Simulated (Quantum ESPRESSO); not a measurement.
Consider CuS (Fm-3m).

```
Cu S
1.0
     0.00000    2.43990    2.43990
     2.43990    0.00000    2.43990
     2.43990    2.43990    0.00000
Cu S
1 1
Direct
  0.00000 0.00000 0.00000
  0.50000 0.50000 0.50000
```

Absorber: atom 2, with 6 Cu at 2.44 Å (octahedral, site symmetry m-3m). Method: Quantum ESPRESSO XSpectra, LDA, excited-electron core hole (neutral cell), 12-atom cell with 6.0 Å between holes, 5×6×6 k points, dipole transitions, Lorentzian half width 0.3 eV up to 4 eV, rising linearly to 2.5 eV at 25 eV.

**Question.** Predict the near-edge structure at the S K edge.

Main maxima up to 24 eV above the zero (height): 0.4 eV (1.09), 4.7 eV (1.16), 8.7 eV (1.93) and 18.3 eV (0.91). A K edge sees empty p states on the absorber. The total-energy difference is 2473.58 eV. One term is added: -16.82 eV, since the hole is spin-paired here and a spin-polarised one costs that much less in the free atom (computed apart). The photon energy is then 2456.76 eV. The functional leaves an error in such absolute values: in the free atom LDA prices this hole 9.1 eV below PBE (computed apart), and PBE is itself good to a few eV.

The S K spectrum (energy from the energy zero of the input (xe0, at the border of filled and empty states); intensity scaled to a mean of 1 over the first 20 eV; the points at xe0, where the cut of filled states can leave a spike, are interpolated):

```tsv
E (eV)	intensity
-2.00	0.04
-1.25	0.08
-0.50	0.21
0.25	1.03
1.00	0.49
1.75	0.18
2.50	0.25
3.25	0.42
4.00	0.77
4.75	1.15
5.50	1.05
6.25	1.26
7.00	1.59
7.75	1.78
8.50	1.92
9.25	1.83
10.00	1.48
10.75	1.16
11.50	1.00
12.25	0.94
13.00	0.92
13.75	0.87
14.50	0.82
15.25	0.80
16.00	0.81
16.75	0.85
17.50	0.89
18.25	0.91
19.00	0.90
19.75	0.89
20.50	0.87
21.25	0.84
22.00	0.82
22.75	0.80
23.50	0.79
24.25	0.79
25.00	0.81
25.75	0.82
26.50	0.84
27.25	0.85
28.00	0.86
28.75	0.87
29.50	0.87
30.25	0.86
31.00	0.86
31.75	0.87
```

The primitive cell holds an odd number of electrons, so a spin-paired run has to come out metallic; that is right for a metal, but some such compounds are magnetic or distorted insulators. The holes are only 6.0 Å apart, so the shape is probably not converged with cell size; no larger cell was run here. The structure is a computed Materials Project entry and may be a hypothetical form.

[Banner, clock and machine lines of the logs are left out without a mark of their own.]

[Logs are printed without paths, hosts, clocks, repeated set-up lines and the standing remarks that a program may print on its own settings, such as how far it seeks lower states.]

[Hosts, paths, dates, database ids (printed as entryN), source tags and the programs' standing remarks are cut or masked in the printed files.]

[Lists of maxima count a maximum above −3 eV only where it reaches 4 % of the highest in the window and stands out from its surroundings by 2 % of it (1.5 % where it reaches 55 %); shoulders and weaker maxima are passed over, and of the rest the first, up to two pre-edge ones and the few strongest are named.]
